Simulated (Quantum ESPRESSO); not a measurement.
# TaPb (Pm-3m): phonons by linear response, part 3 of 3

How does TaPb (Pm-3m) vibrate, and is this structure a minimum?

Quantum ESPRESSO 7.5; DFT LDA, scalar-relativistic, plane waves, PseudoDojo norm-conserving pseudopotentials.

So far, lowest frequency on the path (cm⁻¹): step 7 (interpolated phonon bands) -47.0. Also highest frequency (cm⁻¹): step 7 147. The relaxed cell has a = 3.415 Å (conventional setting).

The structure was built from a prototype and need not be the compound's stable phase.

**8. Sums over the zone**

Sums over the zone need many more wavevectors than were solved, so the interpolation is sampled on a dense mesh.

The input, matdyn.in:

```
&INPUT
  asr    = 'simple'
  flfrc  = 'x.fc'
  dos    = .true.
  fldos  = 'x.dos'
  nk1    = 13
  nk2    = 13
  nk3    = 13
  deltaE = 0.3
/
```

The run is started by

```
$ matdyn.x -in matdyn.in > matdyn.out
```

Numbers of over 12 decimals in the logs are rounded to 6 here.

The log of the run:

```text
[banner, memory and clock lines left out]
Program MATDYN v.7.5

 mass for atomic type   1 not given; uses mass from file x.fc
 mass for atomic type   2 not given; uses mass from file x.fc
     Message from routine matdyn:
     Z* not found in file x.fc, TO-LO splitting at q=0 will be absent!

Note: The following floating-point exceptions are signalling: IEEE_UNDERFLOW_FLAG
```

The job ended after 4.1 s (1 thread of Arm Neoverse V1, shared host).

This step gave:

| Item | Value |
| --- | --- |
| share of modes beyond 3i cm⁻¹ on the dense interpolated mesh | 0.1971 |

The phonon density of states has structure finer than the step of the table below, so its rows give means over 5 cm⁻¹, whole bins alone (the curve runs from -47.2 to 146 cm⁻¹). Peaks (cm⁻¹: height): total -40.0: 0.122, 70.4: 0.0523, 111.2: 0.0803, 137.6: 0.149; Pb -40.0: 0.0277, 88.4: 0.0191, 111.2: 0.0689, 137.6: 0.112; Ta -40.0: 0.0946, 70.4: 0.0456, 137.6: 0.0371.

Tetrahedra. The phonon density of states by wavenumber; means over each step; values in 1/cm⁻¹/cell:

```tsv
wavenumber (cm⁻¹)	total	Pb	Ta
-40	0.0735	0.0167	0.0567
-35	0.0570	0.0119	0.0451
-30	0.0336	0.00716	0.0264
-25	0.0226	0.00513	0.0175
-20	0.0163	0.00385	0.0124
-15	0.0100	0.00211	0.00793
-10	0.00661	0.00138	0.00523
-5	0.00607	0.00130	0.00476
0	0.00588	0.00130	0.00458
5	0.00586	0.00134	0.00451
10	0.00606	0.00148	0.00458
15	0.00657	0.00172	0.00485
20	0.00812	0.00227	0.00584
25	0.0105	0.00283	0.00763
30	0.0149	0.00382	0.0111
35	0.0179	0.00460	0.0133
40	0.0208	0.00524	0.0156
45	0.0248	0.00599	0.0189
50	0.0289	0.00655	0.0223
55	0.0306	0.00617	0.0244
60	0.0290	0.00483	0.0242
65	0.0312	0.00409	0.0271
70	0.0480	0.00623	0.0418
75	0.0277	0.00439	0.0233
80	0.0163	0.00391	0.0124
85	0.0160	0.00675	0.00930
90	0.0166	0.0110	0.00558
95	0.00250	0.00146	0.00104
100	0.0352	0.0237	0.0114
105	0.0463	0.0319	0.0144
110	0.0640	0.0540	0.0100
115	0.0530	0.0451	0.00794
120	0.0521	0.0421	0.0100
125	0.0596	0.0469	0.0127
130	0.0698	0.0563	0.0134
135	0.106	0.0815	0.0240
140	0.0994	0.0721	0.0273
```

**9. Modes with the sum rule**

A rigid shift of the crystal must cost nothing, but grids and finite bases break this; the acoustic sum rule is imposed before the matrix is diagonalised again.

The input, dynmat.in:

```
&INPUT
  fildyn = 'x.dyn1'
  asr    = 'simple'
  fileig = 'dynmat.eig'
/
```

The run is started by

```
$ dynmat.x -in dynmat.in > dynmat.out
```

The log of the run:

```text
[banner, memory and clock lines left out]
Program DYNMAT v.7.5

     Reading Dynamical Matrix from file x.dyn1
     ...Force constants read
     ...epsilon and Z* not read (not found on file)
     A direction for q was not specified:TO-LO splitting will be absent

     Polarizability (A^3 units)
     multiply by 1.000000 for Clausius-Mossotti correction
         0.000000    0.000000    0.000000
         0.000000    0.000000    0.000000
         0.000000    0.000000    0.000000

     IR activities are in (D/A)^2/amu units

# mode   [cm-1]    [THz]      IR
    1     -0.00   -0.0000    0.0000
    2      0.00    0.0000    0.0000
    3      0.00    0.0000    0.0000
    4    146.61    4.3953    0.0000
    5    146.61    4.3953    0.0000
    6    146.61    4.3953    0.0000
```

Elapsed: 0.45 s, on 1 thread.

Unit eigenvectors of the mass-weighted matrix after the sum rule; no LO-TO term. The modes at Γ (shares of kinetic energy by element, %):

```tsv
mode	frequency (cm⁻¹)	symmetry	Pb %	Ta %
1	0.0	acoustic	53	47
2	0.0	acoustic	53	47
3	0.0	acoustic	53	47
4	146.6	T1u	47	53
5	146.6	T1u	47	53
6	146.6	T1u	47	53
```

Displacements in mode 6 (146.6 cm⁻¹), the largest set to 1:
```
Pb1  0.00  0.00 -0.87
Ta2  0.00  0.00  1.00
```

The rule moves no optical mode by more than 0.1 cm⁻¹.

**10. Sum rules set otherwise: a sum rule for molecules or wires on a crystal**

This rule also removes rotations, which suits wires and not a crystal; it is tried to see the harm.

The input, dynmat.in:

```
&INPUT
  fildyn = 'x.dyn1'
  asr    = 'one-dim'
  fileig = 'dynmat.eig'
/
```

The run is started by

```
$ dynmat.x -in dynmat.in > dynmat.out
```

The log of the run:

```text
[banner, memory and clock lines left out]
Program DYNMAT v.7.5

     Reading Dynamical Matrix from file x.dyn1
     ...Force constants read
     ...epsilon and Z* not read (not found on file)
asr rotation axis in 1D system=    3
     Acoustic Sum Rule: || Z*(ASR) - Z*(orig)|| =    0.000000E+00
     Acoustic Sum Rule: ||dyn(ASR) - dyn(orig)||=    3.142881E-01
     A direction for q was not specified:TO-LO splitting will be absent

     Polarizability (A^3 units)
     multiply by 1.000000 for Clausius-Mossotti correction
         0.000000    0.000000    0.000000
         0.000000    0.000000    0.000000
         0.000000    0.000000    0.000000

     IR activities are in (D/A)^2/amu units

# mode   [cm-1]    [THz]      IR
    1     -0.00   -0.0000    0.0000
    2      0.00    0.0000    0.0000
    3      0.00    0.0000    0.0000
    4      0.00    0.0000    0.0000
    5    146.61    4.3953    0.0000
    6    146.61    4.3953    0.0000
```

Wall time 0.45 s (1 thread).

The run ended normally, but on settings that are not sound.

The fault: a sum rule for molecules or wires on a crystal; 1 optical mode is projected out to zero frequency, as if it were a rotation.

For a crystal the rule has to be 'simple' or 'crystal'.

Zone-centre frequencies as printed; negative means imaginary. Modes:

```tsv
mode	frequency (cm⁻¹)
1	0
2	0
3	0
4	0
5	146.6
6	146.6
```

**11. Sum rules set otherwise (asr no)**

Without the rule the raw error of the acoustic modes shows.

The input, dynmat.in:

```
&INPUT
  fildyn = 'x.dyn1'
  asr    = 'no'
  fileig = 'dynmat.eig'
/
```

The run is started by

```
$ dynmat.x -in dynmat.in > dynmat.out
```

The log of the run:

```text
[banner, memory and clock lines left out]
Program DYNMAT v.7.5

     Reading Dynamical Matrix from file x.dyn1
     ...Force constants read
     ...epsilon and Z* not read (not found on file)
     A direction for q was not specified:TO-LO splitting will be absent

     Polarizability (A^3 units)
     multiply by 1.000000 for Clausius-Mossotti correction
         0.000000    0.000000    0.000000
         0.000000    0.000000    0.000000
         0.000000    0.000000    0.000000

     IR activities are in (D/A)^2/amu units

# mode   [cm-1]    [THz]      IR
    1     -0.66   -0.0197    0.0000
    2     -0.66   -0.0197    0.0000
    3     -0.66   -0.0197    0.0000
    4    146.61    4.3953    0.0000
    5    146.61    4.3953    0.0000
    6    146.61    4.3953    0.0000
```

Elapsed: 0.45 s, on 1 thread.

Zone-centre frequencies as printed; negative means imaginary. Modes:

```tsv
mode	frequency (cm⁻¹)
1	-0.66
2	-0.66
3	-0.66
4	146.6
5	146.6
6	146.6
```

Against the first rule no mode moves by more than 0.7 cm⁻¹.

**12. The dispersion under another sum rule (asr all)**

The sum rule corrects the force constants themselves, so it can shift branches at any wavevector, low ones most.

The input, matdyn.in:

```
&INPUT
  asr              = 'all'
  flfrc            = 'x.fc'
  flfrq            = 'x.freq'
  flvec            = 'x.modes'
  q_in_band_form   = .true.
  q_in_cryst_coord = .true.
/
8
  0.0000000   0.0000000   0.0000000   8  ! GAMMA
  0.0000000   0.5000000   0.0000000   8  ! X
  0.5000000   0.5000000   0.0000000   8  ! M
  0.0000000   0.0000000   0.0000000   8  ! GAMMA
  0.5000000   0.5000000   0.5000000   8  ! R
  0.0000000   0.5000000   0.0000000   1  ! X
  0.5000000   0.5000000   0.5000000   8  ! R
  0.5000000   0.5000000   0.0000000   1  ! M
```

The run is started by

```
$ matdyn.x -in matdyn.in > matdyn.out
```

The log of the run:

```text
[banner, memory and clock lines left out]
Program MATDYN v.7.5

 mass for atomic type   1 not given; uses mass from file x.fc
 mass for atomic type   2 not given; uses mass from file x.fc
 Norm of the difference between old and new effective charges:    0.000000

 Huang before:    1   1   1   2,   residual stress:   0.000000
 Huang before:    1   1   1   3,   residual stress:   0.000000
 Huang before:    1   1   2   2,   residual stress:   0.000000
 Huang before:    1   1   2   3,   residual stress:   0.000000
 Huang before:    1   1   3   3,   residual stress:   0.000000
 Huang before:    1   2   1   3,   residual stress:   0.000000
 Huang before:    1   2   2   2,   residual stress:   0.000000
 Huang before:    1   2   2   3,   residual stress:   0.000000
 Huang before:    1   2   3   3,   residual stress:   0.000000
 Huang before:    1   3   2   2,   residual stress:   0.000000
 Huang before:    1   3   2   3,   residual stress:   0.000000
 Huang before:    1   3   3   3,   residual stress:   0.000000
 Huang before:    2   2   2   3,   residual stress:   0.000000
 Huang before:    2   2   3   3,   residual stress:   0.000000
 Huang before:    2   3   3   3,   residual stress:   0.000000

 Norm of the difference between old and new force-constants:   1.28716e-05

     Message from routine matdyn:
     Z* not found in file x.fc, TO-LO splitting at q=0 will be absent!
     Message from routine matdyn:
     Z* not found in file x.fc, TO-LO splitting at q=0 will be absent!

Note: The following floating-point exceptions are signalling: IEEE_UNDERFLOW_FLAG

   You are using asr="all", please consider citing C. Lin, S. Ponc\'e and N. Marzari, npj Comput Mater 8, 236 (2022).
```

It took 0.46 s on 1 thread.

Read from the output:

| Item | Value |
| --- | --- |
| lowest frequency on the path | -47.25 cm⁻¹ |

At the labelled points the branches move by no more than 0.1 cm⁻¹.

**13. Summary of results**

```
space group after relaxation                                       : Pm-3m
volume per atom                                                    : 19.9 Å³
highest optical zone-centre mode (no LO-TO term)                   : 146.6 cm⁻¹
q mesh                                                             : 2×2×2
lowest mode on the q mesh (acoustic ones at the zone centre apart) : -39.0 cm⁻¹
imaginary modes on the q mesh                                      : yes
```

TaPb (Pm-3m) is unstable: a mode solved on the 2×2×2 mesh is imaginary, 39i cm⁻¹; its spectrum reaches 147 cm⁻¹. At the LDA level the optical modes of TaPb (Pm-3m) at the zone centre lie at 147 cm⁻¹. The most unstable solved mode lies at q = (0, -0.5, -0.5), on the zone boundary, so the distortion that it points to doubles the cell. These are harmonic frequencies at zero temperature: anharmonic shifts and linewidths and thermal expansion are left out. Spin-orbit coupling is left out, which can matter for the heavy elements here. In a metal the frequencies hang on the k mesh and the smearing, most of all near Kohn anomalies. The runs are without spin polarisation, although the cell has an odd electron count or an open d or f shell, so a magnetic state was not tested. The q mesh stands for a supercell only 6.8 Å across, so branches between the solved wavevectors are rough. The structure is a hypothetical one, built on a prototype.

[Host names and launcher messages were left out of these logs when they were recorded.]

[Logs are printed without paths, hosts, clocks, repeated set-up lines and the standing remarks that a program may print on its own settings, such as how far it seeks lower states.]

[Hosts, paths, dates, database ids (printed as entryN), source tags and the programs' standing remarks are cut or masked in the printed files.]
